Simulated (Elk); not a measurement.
# BiTe: optical spectrum from first principles

Aim: the dielectric function of BiTe, and the optical constants that follow from it.

Main program and level: Elk 11.2.3 (patched build); DFT, LDA, all-electron APW+lo, Dirac cores, scalar-relativistic bands, independent-particle optical response without local fields.

## 1. The structure

The structure is cubic, space group Fm-3m (No. 225). The conventional cell has a = 6.470 Å, b = 6.470 Å, c = 6.470 Å, α = 90.00°, β = 90.00°, γ = 90.00°. Nearest to Bi lie 6 Te at 3.23 Å. Nearest to Te lie 6 Bi at 3.23 Å. Farther neighbours and most contacts between anions are not listed.

## 2. Ground state

The self-consistent density comes first; it also tells whether there is a gap, which decides the occupations and the need for a Drude term.

This step: DFT, LDA, all-electron APW+lo, Dirac cores, scalar-relativistic bands, ground state (Elk 11.2.3 (patched build)).

elk.in reads:

```
tasks
  0
  120

xctype
  3

nempty
  10

lorbcnd
  .true.

rgkmax
  7.0

swidth
  0.0018375

maxscl
  100

epsengy
  1e-05

sppath
  './'

avec
  0.000000000000 6.113264013164 6.113264013164
  6.113264013164 0.000000000000 6.113264013164
  6.113264013164 6.113264013164 0.000000000000

atoms
  2
  'Bi.in'
  1
  0.000000000000 0.000000000000 0.000000000000   0.000 0.000 0.000
  'Te.in'
  1
  0.500000000000 0.500000000000 0.500000000000   0.000 0.000 0.000

ngridk
  7 7 7

vkloff
  0.5000 0.5000 0.5000
```

The run is started by

```console
$ OMP_NUM_THREADS=2 elk
```

Numbers of over 12 decimals in the logs are rounded to 6 here.

The program printed:

```text
┌─────────────────────────┐
│ Elk code version 11.2.3 │
└─────────────────────────┘

All units are atomic (Hartree, Bohr, etc.)

┌─────────────────────────────────────────────────┐
│ Ground-state run starting from atomic densities │
└─────────────────────────────────────────────────┘

Lattice vectors :
   0.000000000       6.113264013       6.113264013
   6.113264013       0.000000000       6.113264013
   6.113264013       6.113264013       0.000000000

Reciprocal lattice vectors :
 -0.5138977552      0.5138977552      0.5138977552
  0.5138977552     -0.5138977552      0.5138977552
  0.5138977552      0.5138977552     -0.5138977552

Unit cell volume      :    456.9297674
Brillouin zone volume :   0.5428628886

Muffin-tin inner radius fraction :   0.1000000000E-01

Nuclei treated as point charges

Species : 1 (Bi)
 parameters loaded from : Bi.in
 name : bismuth
 nuclear charge    :   -83.00000000
 electronic charge :    83.00000000
 atomic mass :    380947.9285
 muffin-tin radius :    2.800000000
 number of radial points in muffin-tin :    697
 inner part over the whole radius :   0.9976520004E-02
 number on inner part of muffin-tin    :    501
 approximate nuclear radius :   0.1052171418E-03
 number of mesh points to nuclear radius :    264
 atomic positions (lattice), magnetic fields (Cartesian) :
  1 :   0.00000000  0.00000000  0.00000000    0.00000000  0.00000000  0.00000000

Species : 2 (Te)
 parameters loaded from : Te.in
 name : tellurium
 nuclear charge    :   -52.00000000
 electronic charge :    52.00000000
 atomic mass :    232600.5708
 muffin-tin radius :    2.600000000
 number of radial points in muffin-tin :    597
 inner part over the whole radius :   0.9992174838E-02
 number on inner part of muffin-tin    :    426
 approximate nuclear radius :   0.8944870508E-04
 number of mesh points to nuclear radius :    215
 atomic positions (lattice), magnetic fields (Cartesian) :
  1 :   0.50000000  0.50000000  0.50000000    0.00000000  0.00000000  0.00000000

Total number of atoms per unit cell :    2
Total muffin-tin volume :    165.5744992
 ratio of muffin-tin to unit cell volume :   0.3623631267

Spin treatment :
 spin-unpolarised

Number of Bravais lattice symmetries :   48
Number of crystal symmetries         :   48
Crystal has inversion symmetry
Real symmetric eigensolver will be used

k-point grid :      7     7     7
k-point offset :   0.5000000000      0.5000000000      0.5000000000
k-point set is reduced with full crystal symmetry group
Total number of k-points :       44

Muffin-tin radius times maximum |G+k| :    7.000000000
 using average radius
Maximum |G+k| for APW functions       :    2.592592593
Maximum (1/2)|G+k|²                   :    3.360768176
Maximum |G| for potential and density :    12.00000000
Constant for pseudocharge density :    8
 order of it for each species :   15  15
 order of it for pair densities of each species (exact exchange by exxq0 0: 15) :   10   9
Radial integration step length :    1

G-vector grid sizes :     35    35    35
Number of G-vectors :    13371

Maximum angular momentum used for
 APW functions            :    8
 outer part of muffin-tin :    6
 inner part of muffin-tin :    2

Total nuclear charge    :   -135.0000000
Total core charge       :    104.0000000
Total valence charge    :    31.00000000
Total excess charge     :    0.000000000
Total electronic charge :    135.0000000

Effective Wigner radius, rₛ :   0.9314131347

Number of empty states         :     20
Total number of valence states :     36
Total number of core states    :    104

Conduction state local-orbitals added automatically
Third-order local-orbitals added for an l without core states : F
Total number of local-orbitals :    128

Exchange-correlation functional :      3     0     0
 Perdew-Wang/Ceperley-Alder, Phys. Rev. B 45, 13244 (1992)
 gradient requirement :    0
 local density approximation (LDA)

Smearing type :    3
 Fermi-Dirac
Smearing width :   0.1837500000E-02
Effective electronic temperature (K) :    580.2366081

Mixing type :    3
 Broyden mixing, J. Phys. A: Math. Gen. 17, L317 (1984)

Kohn-Sham potential initialised from atomic data

┌──────────────────────────────┐
│ Self-consistent loop started │
└──────────────────────────────┘

┌─────────────────┐
│ Loop number : 1 │
└─────────────────┘

Energies :
 Fermi                       :     0.87218895158205E-01
 sum of occupied eigenvalues :     -17509.507963454
 electron kinetic            :      32402.861079012
 core electron kinetic       :      32086.507151918
 Coulomb                     :     -60207.223139779
 Coulomb potential           :     -49162.182349792
 nuclear-nuclear             :     -2183.3326689684
 electron-nuclear            :     -66919.395890377
 Hartree                     :      8895.5054195665
 Madelung                    :     -35626.131964883
 xc potential                :     -750.18669267376
 exchange                    :     -543.79179343133
 correlation                 :     -13.731784772479
 electron entropic           :    -0.33479724095880E-03
 total energy                :     -28361.885973768

Density of states at Fermi energy :    27.02275441
 (states/Hartree/unit cell)

Estimated indirect band gap :   0.5523952823E-02
 from k-point 28 to k-point 18
Estimated direct band gap   :   0.8389257843E-02
 at k-point 18

Charges :
 core                        :    104.0000000
 valence                     :    31.00000000
 interstitial                :    4.039152491
 muffin-tins (core leakage)
  species : 1 (Bi)
   atom 1                    :    81.02414896     (  0.6938527424E-03)
  species : 2 (Te)
   atom 1                    :    49.93669855     (  0.4108506836E-03)
 total in muffin-tins        :    130.9608475
 total calculated charge     :    134.9989433
 total charge                :    135.0000000
 error                       :   0.1056716780E-02

┌─────────────────┐
│ Loop number : 2 │
└─────────────────┘

Energies :
 Fermi                       :     0.88204191684614E-01
 sum of occupied eigenvalues :     -17509.413562851
 electron kinetic            :      32402.805639671
 core electron kinetic       :      32086.450002912
 Coulomb                     :     -60207.259709558
 Coulomb potential           :     -49162.159663914
 nuclear-nuclear             :     -2183.3326689684
 electron-nuclear            :     -66919.491333586
 Hartree                     :      8895.5642929966
 Madelung                    :     -35626.179877601
 xc potential                :     -750.05953860922
 exchange                    :     -543.79303552357
 correlation                 :     -13.731807638010
 electron entropic           :    -0.33448118195632E-03
 total energy                :     -28361.979247529

Density of states at Fermi energy :    27.00816201
 (states/Hartree/unit cell)

Estimated indirect band gap :   0.5499263970E-02
 from k-point 28 to k-point 18
Estimated direct band gap   :   0.8363998117E-02
 at k-point 18

Charges :
 core                        :    104.0000000
 valence                     :    31.00000000
 interstitial                :    4.038976381
 muffin-tins (core leakage)
  species : 1 (Bi)
   atom 1                    :    81.02580282     (  0.6934419405E-03)
  species : 2 (Te)
   atom 1                    :    49.93522080     (  0.4107654116E-03)
 total in muffin-tins        :    130.9610236
 total calculated charge     :    134.9989438
 total charge                :    135.0000000
 error                       :   0.1056211266E-02

RMS change in Kohn-Sham potential (target) :   0.6307682062E-01 (  0.1000000000E-05)
Absolute change in total energy (target)   :   0.9327376066E-01 (  0.1000000000E-04)

[... 13 loops left out ...]

┌──────────────────┐
│ Loop number : 16 │
└──────────────────┘

Energies :
 Fermi                       :     0.202924
 sum of occupied eigenvalues :     -17495.956518893
 electron kinetic            :      32405.218850978
 core electron kinetic       :      32087.530547291
 Coulomb                     :     -60208.968598867
 Coulomb potential           :     -49161.078115551
 nuclear-nuclear             :     -2183.3326689684
 electron-nuclear            :     -66923.990584935
 Hartree                     :      8898.3546550358
 Madelung                    :     -35628.429541092
 xc potential                :     -740.09725431942
 exchange                    :     -543.85645394029
 correlation                 :     -13.733237515818
 electron entropic           :    -0.32453335363441E-03
 total energy                :     -28361.339763879

Density of states at Fermi energy :    26.71400375
 (states/Hartree/unit cell)

Estimated indirect band gap :   0.4562926959E-02
 from k-point 28 to k-point 18
Estimated direct band gap   :   0.7230653321E-02
 at k-point 18

Charges :
 core                        :    104.0000000
 valence                     :    31.00000000
 interstitial                :    4.018388695
 muffin-tins (core leakage)
  species : 1 (Bi)
   atom 1                    :    81.09834759     (  0.6692585909E-03)
  species : 2 (Te)
   atom 1                    :    49.88326371     (  0.4002458582E-03)
 total in muffin-tins        :    130.9816113
 total calculated charge     :    134.9989780
 total charge                :    135.0000000
 error                       :   0.1021958727E-02

RMS change in Kohn-Sham potential (target) :   0.6175917635E-08 (  0.1000000000E-05)
Absolute change in total energy (target)   :   0.3889286745E-05 (  0.1000000000E-04)

Convergence targets achieved

┌──────────────────┐
│ Loop number : 17 │
└──────────────────┘

Energies :
 Fermi                       :     0.202924
 sum of occupied eigenvalues :     -17495.956518991
 electron kinetic            :      32405.218850797
 core electron kinetic       :      32087.530547136
 Coulomb                     :     -60208.968598813
 Coulomb potential           :     -49161.078115524
 nuclear-nuclear             :     -2183.3326689684
 electron-nuclear            :     -66923.990584858
 Hartree                     :      8898.3546550140
 Madelung                    :     -35628.429541051
 xc potential                :     -740.09725426383
 exchange                    :     -543.85645393959
 correlation                 :     -13.733237515802
 electron entropic           :    -0.32453335372640E-03
 total energy                :     -28361.339764004

Density of states at Fermi energy :    26.71400374
 (states/Hartree/unit cell)

Estimated indirect band gap :   0.4562926970E-02
 from k-point 28 to k-point 18
Estimated direct band gap   :   0.7230653343E-02
 at k-point 18

Charges :
 core                        :    104.0000000
 valence                     :    31.00000000
 interstitial                :    4.018388697
 muffin-tins (core leakage)
  species : 1 (Bi)
   atom 1                    :    81.09834759     (  0.6692585900E-03)
  species : 2 (Te)
   atom 1                    :    49.88326371     (  0.4002458569E-03)
 total in muffin-tins        :    130.9816113
 total calculated charge     :    134.9989780
 total charge                :    135.0000000
 error                       :   0.1021958726E-02

┌──────────────────────────────┐
│ Self-consistent loop stopped │
└──────────────────────────────┘

Warning : core states of species 1 leak from the muffin-tin :   0.6692585900E-03

Warning : core states of species 2 leak from the muffin-tin :   0.4002458569E-03

Wrote STATE.OUT
```

Run time: 14 s. Hardware: 2 threads of Arm Neoverse V1, shared host; peak memory 0.05 GiB.

Read-outs, printed or worked out from the files:

| Quantity | Value |
| --- | --- |
| total energy | -28361 Ha |
| Fermi energy | 5.522 eV |
| DOS at the Fermi level | 0.9817 states/eV/cell |

There are states at the Fermi level within the smearing, so the occupations stay smeared and the carriers get a Drude term.

## 3. Independent particles

The spectrum is a sum over vertical transitions between filled and empty bands at the fixed density, so many empty bands are needed.

This step: DFT, LDA, all-electron APW+lo, Dirac cores, scalar-relativistic bands, independent-particle optical response without local fields (Elk 11.2.3 (patched build)).

elk.in, as its differences from that of step 2:

```diff
@@ -1,4 +1,9 @@
 tasks
-  0
-  120
+  121
+
+optcomp
+  1 1
+
+intraband
+  .true.
 
@@ -17,9 +22,7 @@
 swidth
-  0.0018375
+  0.0055124
 
-maxscl
-  100
-
-epsengy
-  1e-05
+wplot
+  400 100 0
+  0.0 0.55124
```

The run is started by

```console
$ OMP_NUM_THREADS=2 elk
```

The program printed:

```text
┌─────────────────────────────────┐
│ Elk code version 11.2.3 started │
└─────────────────────────────────┘

┌────────────────────┐
│ Current task : 121 │
└────────────────────┘

Info(dielectric):
 dielectric tensor written to EPSILON_ij.OUT
 optical conductivity written to SIGMA_ij.OUT
 plasma frequency written to PLASMA_ij.OUT
 for components
  i = 1, j = 1

┌──────────────────┐
│ Elk code stopped │
└──────────────────┘
```

It took 1.3 s on 2 threads; peak memory 0.03 GiB; 3.1 s of CPU time.

Numbers from this step:

```
Drude plasma energy, first axis : 7.631 eV
```

Sum at mesh points, not converged in k. Table of Im ε, E ∥ x by photon energy; read off at these points:

photon energy (eV), Im ε, E ∥ x and a bar:
```
      0.5        147 ##############################
      1.0         19 ####
      1.5          7 #
      2.0          7 #
      2.5          8 #
      3.0          5 #
      3.5          3 #
      4.0          2 
      4.5          1 
      5.0          1 
      5.5          3 
      6.0          3 #
      6.5          7 #
      7.0          6 #
      7.5          3 
      8.0          3 #
      8.5          2 
      9.0          2 
      9.5          1 
     10.0          1 
     10.5          1 
     11.0          1 
     11.5          1 
     12.0          2 
     12.5          1 
     13.0          0 
     13.5          1 
     14.0          1 
     14.5          0
```

Values under 1 per cm are given as 1; sum at mesh points, not converged in k. Absorption coefficient, E ∥ x against photon energy:

| photon energy (eV) | absorption coefficient, E ∥ x (1/cm) |
| --- | --- |
| 0.487 | 9.0e5 |
| 1.012 | 9.2e5 |
| 1.500 | 8.8e5 |
| 1.988 | 8.0e5 |
| 2.513 | 8.8e5 |
| 3.000 | 9.1e5 |
| 3.487 | 9.2e5 |
| 4.013 | 8.2e5 |
| 4.500 | 6.4e5 |
| 4.987 | 4.3e5 |
| 5.513 | 4.9e5 |
| 6.000 | 5.6e5 |
| 6.487 | 1.3e6 |
| 7.013 | 1.4e6 |
| 7.500 | 1.5e6 |
| 7.987 | 1.3e6 |
| 8.512 | 1.4e6 |
| 9.000 | 1.2e6 |
| 9.488 | 1.0e6 |
| 10.012 | 1.1e6 |
| 10.500 | 1.3e6 |
| 10.988 | 9.8e5 |
| 11.512 | 9.1e5 |
| 12.000 | 1.2e6 |
| 12.488 | 1.2e6 |
| 13.012 | 8.0e5 |
| 13.500 | 7.4e5 |
| 13.988 | 1.2e6 |
| 14.512 | 7.3e5 |

The loss function −Im 1/ε at q → 0, E ∥ x has structure finer than the step of the table below, so its rows give means over 0.25 eV, whole bins alone (the curve runs from 0.3 to 15.0 eV). Peaks (eV: height): 4.987: 0.759, 11.588: 1.04, 13.125: 1.99, 14.588: 2.58.

Sum at mesh points, not converged in k. The loss function −Im 1/ε at q → 0, E ∥ x by energy loss; means over each step:

| energy loss (eV) | loss function −Im 1/ε at q → 0, E ∥ x |
| --- | --- |
| 0.50 | 0.00128 |
| 0.75 | 0.00191 |
| 1.00 | 0.00278 |
| 1.25 | 0.00424 |
| 1.50 | 0.00660 |
| 1.75 | 0.0121 |
| 2.00 | 0.0256 |
| 2.25 | 0.0373 |
| 2.50 | 0.0434 |
| 2.75 | 0.0454 |
| 3.00 | 0.0536 |
| 3.25 | 0.0496 |
| 3.50 | 0.0582 |
| 3.75 | 0.0680 |
| 4.00 | 0.0917 |
| 4.25 | 0.140 |
| 4.50 | 0.262 |
| 4.75 | 0.503 |
| 5.00 | 0.713 |
| 5.25 | 0.502 |
| 5.50 | 0.300 |
| 5.75 | 0.270 |
| 6.00 | 0.194 |
| 6.25 | 0.146 |
| 6.50 | 0.147 |
| 6.75 | 0.190 |
| 7.00 | 0.154 |
| 7.25 | 0.134 |
| 7.50 | 0.155 |
| 7.75 | 0.251 |
| 8.00 | 0.261 |
| 8.25 | 0.219 |
| 8.50 | 0.204 |
| 8.75 | 0.294 |
| 9.00 | 0.344 |
| 9.25 | 0.357 |
| 9.50 | 0.541 |
| 9.75 | 0.545 |
| 10.00 | 0.552 |
| 10.25 | 0.494 |
| 10.50 | 0.416 |
| 10.75 | 0.532 |
| 11.00 | 0.836 |
| 11.25 | 0.981 |
| 11.50 | 1.01 |
| 11.75 | 0.884 |
| 12.00 | 0.630 |
| 12.25 | 0.515 |
| 12.50 | 0.632 |
| 12.75 | 1.03 |
| 13.00 | 1.69 |
| 13.25 | 1.89 |
| 13.50 | 1.47 |
| 13.75 | 1.07 |
| 14.00 | 0.939 |
| 14.25 | 1.47 |
| 14.50 | 2.37 |
| 14.75 | 2.18 |

Sum at mesh points, not converged in k. Reflectivity at normal incidence, E ∥ x against photon energy; read off at these points:

photon energy (eV), reflectivity at normal incidence, E ∥ x (%) and a bar from the least value:
```
    0.500       95.3 ##############################
    0.750       95.4 ##############################
    1.000       95.1 ##############################
    1.250       94.2 ##############################
    1.500       93.0 #############################
    1.750       89.7 ############################
    2.000       81.6 #########################
    2.250       75.4 #######################
    2.500       73.2 ######################
    2.750       74.3 #######################
    3.000       71.4 ######################
    3.250       77.1 ########################
    3.500       76.1 #######################
    3.750       76.1 #######################
    4.000       73.0 ######################
    4.250       67.9 ####################
    4.500       58.1 #################
    4.750       39.7 ##########
    5.000       19.1 ###
    5.250       10.3 
    5.500       14.2 #
    5.750       16.4 ##
    6.000       17.4 ###
    6.250       26.8 ######
    6.500       37.4 ##########
    6.750       33.9 ########
    7.000       39.0 ##########
    7.250       49.7 ##############
    7.462       58.2 #################
    7.500       57.7 #################
    7.750       45.0 ############
    8.000       41.3 ###########
    8.250       45.7 ############
    8.500       56.8 ################
    8.750       52.3 ###############
    9.000       43.7 ############
    9.250       51.2 ##############
    9.500       38.3 ##########
    9.750       33.8 ########
   10.000       33.8 ########
   10.250       33.0 ########
   10.500       45.1 ############
   10.688       49.9 ##############
   10.750       48.9 ##############
   11.000       39.4 ##########
   11.250       29.2 #######
   11.500       25.3 #####
   11.750       18.8 ###
   12.000       24.8 #####
   12.250       41.0 ###########
   12.500       50.9 ##############
   12.750       45.9 #############
   13.000       36.4 #########
   13.250       22.4 ####
   13.500       15.3 ##
   13.750       18.2 ###
   14.000       31.9 ########
   14.250       40.9 ###########
   14.500       29.9 #######
   14.750       17.9 ###
```

At chosen wavelengths:

| wavelength (nm) | n | k | R (%) | 1/α |
| --- | --- | --- | --- | --- |
| 1064 | 0.83 | 7.673 | 94.6 | 11 nm |
| 800 | 0.62 | 5.522 | 92.5 | 12 nm |
| 532 | 1.08 | 3.584 | 74.9 | 12 nm |
| 450 | 0.93 | 3.281 | 74.3 | 11 nm |
| 405 | 0.91 | 3.016 | 71.5 | 11 nm |
| 365 | 0.60 | 2.687 | 75.5 | 11 nm |
| 308 | 0.41 | 1.995 | 72.7 | 12 nm |

A polished face would reflect 77 % of daylight and look near white (CIE x = 0.321, y = 0.331 under D65).

## 4. Summary of results

| Quantity | Value |
| --- | --- |
| Drude plasma energy, first axis | 7.63 eV |

**Reading.** At this level (LDA, independent particles) BiTe is a metal with a Drude plasma energy of 7.6 eV. The mesh is too coarse to trust the carriers' weight, the reflectivity or the colour to better than tens of per cent. Along x the bare Drude plasma energy is 7.6 eV; Re ε first rises through zero at 5.02 eV, far lower, because interband transitions screen the carriers. A polished face would reflect 77 % of daylight and look near white (CIE x = 0.321, y = 0.331 under D65). The carriers' damping of 0.15 eV is typed, not computed; at 0.8 eV the carriers give 45 % of Im ε along the first axis; the rest comes from the sum over bands, which at low energy also holds close bands and the noise of the mesh. Spin-orbit coupling is left out although heavy atoms are present. The sum runs over mesh points 0.24 Å⁻¹ apart with no interpolation, so peaks are partly noise of the mesh, and the Drude plasma energy, a sum over the Fermi surface, isn't converged. Besides steps told in other documents, this task had 1 step that the program refused or didn't finish and 2 runs with a known fault of program or setting; those not told in a step above aren't shown.

[Machine, clock and banner lines and Python warnings are left out of the logs.]

[Logs are printed without paths, hosts, clocks, repeated set-up lines and the standing remarks that a program may print on its own settings, such as how far it seeks lower states.]

[Hosts, paths, dates, database ids (printed as entryN), source tags and the programs' standing remarks are cut or masked in the printed files.]
